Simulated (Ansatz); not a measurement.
# LiCaCl3 (model cell, started as cubic perovskite with Ca in the octahedra): following an unstable mode, part 2 of 3

Wanted: the energy along a soft mode of LiCaCl3 (model cell, started as cubic perovskite with Ca in the octahedra) and the structure at the end.

Ansatz 0.2.0; DFT PBEsol, scalar-relativistic, plane waves, PAW; PAW set soft_1.

So far, highest frequency on the path or at a solved wavevector (cm⁻¹): step 2 (response at finite wavevector) 361. Also lowest frequency on the path (cm⁻¹): step 2 -181.

The structure was built from a prototype and need not be the compound's stable phase.

**6. Relaxation from the frozen mode**

Starting from the lowest point found, all atoms and the cell are let go, so that strain and other modes of the same symmetry can join in.

File input.yaml:

```yaml
crystal:
  lattice:
    - [5.2669287819, 0.0, 0.0]
    - [0.0, 5.2669287819, 0.0]
    - [0.0, 0.0, 5.2669287819]
  atoms:
    - { symbol: Li, position: [0.0, -0.1139183811, 0.0] }
    - { symbol: Ca, position: [0.5, 0.4979877442, 0.5] }
    - { symbol: Cl, position: [0.5, 0.5126058177, 0.0] }
    - { symbol: Cl, position: [0.5, -0.0006350275, 0.5] }
    - { symbol: Cl, position: [0.0, 0.5126058177, 0.5] }
kpoints:
  mp_grid: { grid: [4, 4, 4] }
hamiltonian:
  xc: pbesol
  pseudopotentials: { kind: paw, azcp: { folder: soft_1 }, xc_functional: pbe }
scf:
  occupations: { method: fixed }
output:
  forces: true
  stress: true
  eigenvalues: true
relax:
  adjacent_minimum: "off"
  f_tol: 0.002
  max_steps: 120
  cell: { stress_tol: 0.03 }
```

Launch:

```sh
> ansatz run input.yaml --threads 4 --pin off --max-ram 16384MiB --backend cpu --events-out ev --progress --plain --runs-dir out
```

Numbers of over 12 decimals in the logs are rounded to 6 here.

The program printed:

```text
[...]
Crystal: 5 atoms, lattice volume = 146.107 Å³
Basis set: ecut = 420 eV, 2897 PW (Γ), exchange–correlation on 72×72×72 points (8 copies of the dense FFT grid, shifted against one another)
Bands: 22, of which v1, the nominal top of the filled ones, is band 17 counted from 1 (16 counted from 0)
Symmetry: 8 space group operations
[...]
k-points: 18 of 64 (time reversal used)
[...]
SCF iter   1: F=—  HF=-5191.680043 eV  |F-HF|=—  |Δ(HF+E_count)|=         —  Δρ=5.38e-2  dr2=9.18e0  ethr=3.10e-3  ⟨swp⟩=6.1  Hψ=2157  notcnv=0  defer=48
[...]
SCF iter   9: F=-5188.637490 eV  HF=-5188.637490 eV  |F-HF|=2.15e-7  |Δ(HF+E_count)|=   2.01e-6  Δρ=5.03e-6  dr2=7.22e-8  ethr=2.94e-10  ⟨swp⟩=15.6  Hψ=3009  notcnv=0
SCF 1 converged in 9 iterations: F = -5188.637490 eV  dr2 = 7.22e-8
[...]
relax step   1: F+E_penalty+E_count = -5188.63749015 eV  Δ(F+E_penalty+E_count) = +0.000e0 eV  max|allowed force component| = 4.197e-1 eV/Å  Δτ_max = 0.0000 Å  P = +0.007 GPa  Ω = 146.107 Å³  (9 SCF iters, dr2 threshold 1.00e-7 eV, accepted)
Crystal: 5 atoms, lattice volume = 146.998 Å³
[...]
iter 1 solved again at ethr=6.87e-5 eV; its pass at ethr=3.10e-3 eV (dr2=2.34e-2 eV) is discarded
[...]
SCF iter   6: F=-5188.772857 eV  HF=-5188.772857 eV  |F-HF|=1.43e-8  |Δ(HF+E_count)|=   6.21e-7  Δρ=5.25e-6  dr2=5.58e-8  ethr=1.47e-9  ⟨swp⟩=13.1  Hψ=2780  notcnv=0
SCF 2 converged in 6 iterations: F = -5188.772857 eV  dr2 = 5.58e-8
relax step   2: F+E_penalty+E_count = -5188.77285665 eV  Δ(F+E_penalty+E_count) = -1.354e-1 eV  max|allowed force component| = 5.022e-1 eV/Å  Δτ_max = 0.1960 Å  P = -0.137 GPa  Ω = 146.998 Å³  energy of the carried Pulay correction = -1.275e-5 eV  (6 SCF iters, dr2 threshold 5.00e-7 eV, accepted)
Crystal: 5 atoms, lattice volume = 147.418 Å³
Basis set: ecut = 420 eV, 2913 PW (Γ), exchange–correlation on 72×72×72 points (8 copies of the dense FFT grid, shifted against one another)
[...]
SCF iter   6: F=-5188.913494 eV  HF=-5188.913494 eV  |F-HF|=1.64e-8  |Δ(HF+E_count)|=   3.65e-7  Δρ=4.66e-6  dr2=5.03e-8  ethr=1.47e-9  ⟨swp⟩=12.8  Hψ=2707  notcnv=0
SCF 3 converged in 6 iterations: F = -5188.913494 eV  dr2 = 5.03e-8
relax step   3: F+E_penalty+E_count = -5188.91349379 eV  Δ(F+E_penalty+E_count) = -1.406e-1 eV  max|allowed force component| = 4.926e-1 eV/Å  Δτ_max = 0.1978 Å  P = -0.172 GPa  Ω = 147.418 Å³  energy of the carried Pulay correction = -1.874e-5 eV  (6 SCF iters, dr2 threshold 5.00e-7 eV, accepted)
[... from here on, the SCF cycles and remarks between the steps are left out ...]
relax step   4: F+E_penalty+E_count = -5189.04505298 eV  Δ(F+E_penalty+E_count) = -1.316e-1 eV  max|allowed force component| = 4.038e-1 eV/Å  Δτ_max = 0.1943 Å  P = +0.042 GPa  Ω = 146.498 Å³  energy of the carried Pulay correction = -5.603e-6 eV  (6 SCF iters, dr2 threshold 5.00e-7 eV, accepted)
relax step   5: F+E_penalty+E_count = -5189.13367371 eV  Δ(F+E_penalty+E_count) = -8.862e-2 eV  max|allowed force component| = 2.524e-1 eV/Å  Δτ_max = 0.1950 Å  P = +0.006 GPa  Ω = 147.080 Å³  energy of the carried Pulay correction = -1.392e-5 eV  (6 SCF iters, dr2 threshold 5.00e-7 eV, accepted)
relax step   6: F+E_penalty+E_count = -5189.18155547 eV  Δ(F+E_penalty+E_count) = -4.788e-2 eV  max|allowed force component| = 1.288e-1 eV/Å  Δτ_max = 0.2000 Å  P = +0.176 GPa  Ω = 147.244 Å³  energy of the carried Pulay correction = -1.627e-5 eV  (6 SCF iters, dr2 threshold 5.00e-7 eV, accepted)
relax step   7: F+E_penalty+E_count = -5189.20118795 eV  Δ(F+E_penalty+E_count) = -1.963e-2 eV  max|allowed force component| = 5.538e-2 eV/Å  Δτ_max = 0.2000 Å  P = -0.139 GPa  Ω = 149.432 Å³  energy of the carried Pulay correction = -4.721e-5 eV  (6 SCF iters, dr2 threshold 5.00e-7 eV, accepted)
relax step   8: F+E_penalty+E_count = -5189.20870684 eV  Δ(F+E_penalty+E_count) = -7.519e-3 eV  max|allowed force component| = 2.078e-2 eV/Å  Δτ_max = 0.1169 Å  P = -0.191 GPa  Ω = 150.486 Å³  energy of the carried Pulay correction = -6.197e-5 eV  (6 SCF iters, dr2 threshold 1.92e-7 eV, accepted)
relax step   9: F+E_penalty+E_count = -5189.21140660 eV  Δ(F+E_penalty+E_count) = -2.700e-3 eV  max|allowed force component| = 1.638e-2 eV/Å  Δτ_max = 0.0935 Å  P = -0.018 GPa  Ω = 149.766 Å³  energy of the carried Pulay correction = -5.190e-5 eV  (6 SCF iters, dr2 threshold 1.61e-7 eV, accepted)
relax step  10: F+E_penalty+E_count = -5189.21220868 eV  Δ(F+E_penalty+E_count) = -8.021e-4 eV  max|allowed force component| = 1.029e-2 eV/Å  Δτ_max = 0.0680 Å  P = +0.000 GPa  Ω = 149.808 Å³  energy of the carried Pulay correction = -5.249e-5 eV  (6 SCF iters, dr2 threshold 1.68e-8 eV, accepted)
relax step  11: F+E_penalty+E_count = -5189.21267641 eV  Δ(F+E_penalty+E_count) = -4.677e-4 eV  max|allowed force component| = 5.109e-3 eV/Å  Δτ_max = 0.0675 Å  P = -0.004 GPa  Ω = 149.929 Å³  energy of the carried Pulay correction = -5.419e-5 eV  (6 SCF iters, dr2 threshold 1.80e-8 eV, accepted)
relax step  12: F+E_penalty+E_count = -5189.21253345 eV  Δ(F+E_penalty+E_count) = +1.430e-4 eV  max|allowed force component| = 5.349e-2 eV/Å  Δτ_max = 0.0687 Å  P = -0.032 GPa  Ω = 150.128 Å³  energy of the carried Pulay correction = -5.697e-5 eV  (7 SCF iters, dr2 threshold 1.63e-9 eV, rejected (line search))
relax step  13: F+E_penalty+E_count = -5189.21278249 eV  Δ(F+E_penalty+E_count) = -1.061e-4 eV  max|allowed force component| = 2.572e-3 eV/Å  Δτ_max = 0.0336 Å  P = +0.004 GPa  Ω = 149.916 Å³  energy of the carried Pulay correction = -5.399e-5 eV  (9 SCF iters, accepted)
relax step  14: F+E_penalty+E_count = -5189.21281338 eV  Δ(F+E_penalty+E_count) = -3.088e-5 eV  max|allowed force component| = 3.324e-3 eV/Å  Δτ_max = 0.0405 Å  P = +0.000 GPa  Ω = 149.947 Å³  energy of the carried Pulay correction = -5.444e-5 eV  (7 SCF iters, dr2 threshold 4.13e-10 eV, accepted)
relax step  15: F+E_penalty+E_count = -5189.21282004 eV  Δ(F+E_penalty+E_count) = -6.664e-6 eV  max|allowed force component| = 7.248e-4 eV/Å  Δτ_max = 0.0053 Å  P = -0.003 GPa  Ω = 149.964 Å³  energy of the carried Pulay correction = -5.467e-5 eV  (6 SCF iters, dr2 threshold 6.90e-10 eV, accepted)
relax step  16: F+E_penalty+E_count = -5189.21282173 eV  Δ(F+E_penalty+E_count) = -1.689e-6 eV  max|allowed force component| = 1.310e-4 eV/Å  Δτ_max = 0.0036 Å  P = -0.001 GPa  Ω = 149.951 Å³  energy of the carried Pulay correction = -5.449e-5 eV  (7 SCF iters, accepted)
[...]
SCF iter   5: F=-5189.212881 eV  HF=-5189.212881 eV  |F-HF|=8.28e-11  |Δ(HF+E_count)|=   6.00e-9  Δρ=7.06e-8  dr2=1.63e-11  ethr=1.00e-12  ⟨swp⟩=18.1  Hψ=3376  notcnv=0
SCF 17 converged in 5 iterations: F = -5189.212881 eV  dr2 = 1.63e-11
relax step  17: F+E_penalty+E_count = -5189.21288051 eV  Δ(F+E_penalty+E_count) = -5.878e-5 eV  max|allowed force component| = 1.304e-4 eV/Å  Δτ_max = 0.0000 Å  P = -0.000 GPa  Ω = 149.951 Å³  stress off target by 1.23e-3 GPa  SCF on the basis re-selected at this cell (its energy is not comparable with the rows above)  (5 SCF iters)
basis re-selected at this cell: Δ(F+E_penalty+E_count) = -5.878e-5 eV, ΔP = +0.000 GPa vs the last step (what re-selecting the basis moved, of the pressure what is left beyond the Pulay correction that the steps carried, after the strain that the cell walked since its last selection, with what the two solves' SCF thresholds leave and, on support functions, any second-order correction that the steps lacked; it is no m [...]
SCF converged after 5 iterations
Free energy (F): -5189.212881 eV
[...]
Internal energy: -5189.212881 eV  (E = F + TS)
E sigma→0 (E₀):  -5189.212881 eV
Fermi energy:    0.360544 eV
[...]
--- Forces (eV/Å), atoms counted from 1 ---
  atom   1  Li     0.00000000     0.00003210    -0.00000000
  atom   2  Ca    -0.00000000     0.00013084    -0.00000000
  atom   3  Cl    -0.00000000    -0.00002797    -0.00000000
  atom   4  Cl    -0.00000000    -0.00010503     0.00000000
  atom   5  Cl     0.00000000    -0.00002797     0.00000000
  max |Σ_I F_I| component: 1.99e-6 eV/Å
--- Stress (GPa, compression-positive) ---
       -0.001054      -0.000000      -0.000000
       -0.000000       0.001227       0.000000
       -0.000000       0.000000      -0.001054
  P = ⅓ Tr σ = -0.0003 GPa (-0.003 kbar)
--- Band table (eV; the first three rows and the last of 18) ---
  k-point 0: bands = [... 13 lower, -0.8366, -0.0874, 0.1738, 0.1738, 4.8124, 5.2220, 5.6958, 5.6958, ... 1 higher]
  k-point 1: bands = [... 13 lower, -0.9516, -0.1663, 0.0125, 0.1788, 5.3762, 5.7426, 5.7460, 6.1513, ... 1 higher]
  k-point 2: bands = [... 13 lower, -1.1972, -0.2235, -0.0988, 0.1838, 5.7915, 6.4073, 6.5163, 6.6690, ... 1 higher]
  k-point 17: bands = [... 13 lower, -1.1779, -0.9562, 0.3605, 0.3605, 5.6950, 6.9579, 6.9579, 7.4247, ... 1 higher]
--- Relaxed structure (16 steps of the walk, 15 accepted, 1 SCFs on fresh bases) ---
  F+E_penalty+E_count = -5189.21288051 eV   max|allowed force component| = 1.304e-4 eV/Å   (the final SCF, on the basis selected at the relaxed cell)
  cell:  # Å, volume = 149.9507 Å³
    - [5.327465, 0, 0.0]
    - [0, 5.283326, 0.0]
    - [0, 0.0, 5.327465]
  atoms:
    - { symbol: Li, position: [0, -0.418274, 0.0] }
    - { symbol: Ca, position: [0.5, 0.581721, 0.5] }
    - { symbol: Cl, position: [0.5, 0.581736, 0.0] }
    - { symbol: Cl, position: [0.5, 0.081728, 0.5] }
    - { symbol: Cl, position: [0, 0.581736, 0.5] }
```

Run time: 29 s. Hardware: 4 threads of Arm Neoverse V1, shared host; peak memory 0.41 GiB.

Step by step:

```tsv
step	energy less that of the first step (eV)	largest force component (eV/Å)	pressure (GPa)	volume (Å³)
1	0.0000	0.4197	0.01	146.11
2	-0.1354	0.5022	-0.14	147.00
3	-0.2760	0.4926	-0.17	147.42
4	-0.4076	0.4038	0.04	146.50
5	-0.4962	0.2524	0.01	147.08
6	-0.5441	0.1288	0.18	147.24
7	-0.5637	0.0554	-0.14	149.43
8	-0.5712	0.0208	-0.19	150.49
9	-0.5739	0.0164	-0.02	149.77
10	-0.5747	0.0103	0.00	149.81
11	-0.5752	0.0051	0.00	149.93
12	-0.5750	0.0535	-0.03	150.13
13	-0.5753	0.0026	0.00	149.92
14	-0.5753	0.0033	0.00	149.95
15	-0.5753	0.0007	0.00	149.96
16	-0.5753	0.0001	0.00	149.95
17*	-0.5754	0.0001	0.00	149.95
```

Relaxation steps marked * repeat the geometry before them on a plane-wave basis chosen anew for their cell, so energy and pressure can jump there. Relaxation step 12 was tried and not accepted.

Forces are held to the 8 operations that the run works with; a distortion that breaks them can't arise in this run.

```tsv
cell as run	before	after	change
a (Å)	5.267	5.327	+1.1 %
b (Å)	5.267	5.283	+0.3 %
c (Å)	5.267	5.327	+1.1 %
volume (Å³/atom)	29.22	29.99	+2.6 %
```

The atoms that moved most (Å, as changes of fractional coordinates times the final cell):

```tsv
atom	dx	dy	dz	length
Li1	0.000	-1.608	0.000	1.608
Ca2	0.000	0.442	0.000	0.442
Cl4	0.000	0.435	0.000	0.435
Cl3	0.000	0.365	0.000	0.365
Cl5	0.000	0.365	0.000	0.365
```

The relaxed structure:

```xyz
5
Lattice="5.3275 0.0000 0.0000 0.0000 5.2833 0.0000 0.0000 0.0000 5.3275" Properties=species:S:1:pos:R:3 pbc="T T T"
Li    0.0000   -2.2099    0.0000
Ca    2.6637    3.0734    2.6637
Cl    2.6637    3.0735    0.0000
Cl    2.6637    0.4318    2.6637
Cl    0.0000    3.0735    2.6637
```

This step gave:

```
pressure          : -2.93e-4 GPa
gap on the k-mesh : 4.452 eV
volume per atom   : 29.99 Å³
```

The distorted start has space group P4mm; the relaxation ends in P4/mmm.

**7. The new phase in its own primitive cell**

The relaxed structure is symmetrised, reduced to its primitive cell and relaxed tightly, as its phonons need.

input.yaml, the sections that differ from step 6:

```yaml
crystal:
  lattice:
    - [5.3274646243, 0.0, 0.0]
    - [0.0, 5.3274646243, 0.0]
    - [0.0, 0.0, 5.2833260665]
  atoms:
    - { symbol: Li, position: [0.0, 0.0, 0.0] }
    - { symbol: Ca, position: [0.5, 0.5, 0.0] }
    - { symbol: Cl, position: [0.5, 0.0, 0.0] }
    - { symbol: Cl, position: [0.5, 0.5, 0.5] }
    - { symbol: Cl, position: [0.0, 0.5, 0.0] }
relax:
  adjacent_minimum: "off"
  f_tol: 0.001
  max_steps: 60
  cell: { stress_tol: 0.01 }
# kpoints, hamiltonian, scf, output: as in step 6
```

The program printed:

```text
[...]
Crystal: 5 atoms, lattice volume = 149.951 Å³
Basis set: ecut = 420 eV, 2945 PW (Γ), exchange–correlation on 72×72×72 points (8 copies of the dense FFT grid, shifted against one another)
Bands: 22, of which v1, the nominal top of the filled ones, is band 17 counted from 1 (16 counted from 0)
Symmetry: 16 space group operations
[...]
k-points: 18 of 64
[...]
cell:  # Å, volume = 149.9507 Å³
    - [5.3274646243, 0.0, 0.0]
    - [0.0, 5.3274646243, 0.0]
    - [0.0, 0.0, 5.2833260665]
  atoms:
    - { symbol: Li, position: [0.0, 0.0, 0.0] }
    - { symbol: Ca, position: [0.500000, 0.500000, 0.0] }
    - { symbol: Cl, position: [0.500000, 0.0, 0.0] }
    - { symbol: Cl, position: [0.500000, 0.500000, 0.500000] }
    - { symbol: Cl, position: [0.0, 0.500000, 0.0] }
[key lines of the parts left out:]
SCF converged after 7 iterations
Free energy (F): -5189.212881 eV
Fermi energy:    0.360546 eV
P = ⅓ Tr σ = -0.0003 GPa (-0.003 kbar)
```

The job ended after 2.7 s (4 threads; peak memory 0.43 GiB).

Little changed from the start: no atom moved by 0.005 Å and no cell edge by 0.1 %.

Numbers from this step:

```
direct gap on mesh : 4.639 eV
```

The forces vanish by symmetry and the pressure is 0.000 GPa, within the tolerances set. The cell now holds 29.99 Å³/atom.

[end of part 2 of 3]

[Logs are printed without paths, hosts, clocks, repeated set-up lines and the standing remarks that a program may print on its own settings, such as how far it seeks lower states.]

[Hosts, paths, dates, database ids (printed as entryN), source tags and the programs' standing remarks are cut or masked in the printed files.]
